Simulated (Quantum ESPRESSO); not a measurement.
# Dipole at the next field: Y2CF2 MXene, 1 layer

How the rows were computed: Quantum ESPRESSO 7.5, PBE, GBRV ultrasoft; sawtooth field along the normal with dipole correction, ions clamped, threshold 1e-9 Ry; cell area 11.059 Å².

```tsv
field (V/Å)	dipole (e Å a cell)
0	0.00000
0.1	0.03175
0.2	0.06352
```

One more run was made and is withheld. What is the dipole at 0.3 V/Å, and what electrostatic thickness 4πα/A follows from the rows?

**Fit.** The slope is (0.06352 − (0.00000))/0.2 = 0.3176 e Å²/V, so 4πα/A = 180.95 × 0.3176/11.059 = 5.20 Å. Linear response gives p = 0.00000 + 0.3176 × (0.3) = 0.09528 e Å; a parabola through the three rows gives 0.09531.

**The withheld run.** p = 0.09529 e Å. The line misses by 0.0 % of the induced dipole and the parabola by 0.0 %. The response is linear over this range.

**Limits.** Electrons alone respond; local and semilocal functionals tend to overscreen.

[Logs are printed without paths, hosts, clocks, repeated set-up lines and the standing remarks that a program may print on its own settings, such as how far it seeks lower states.]
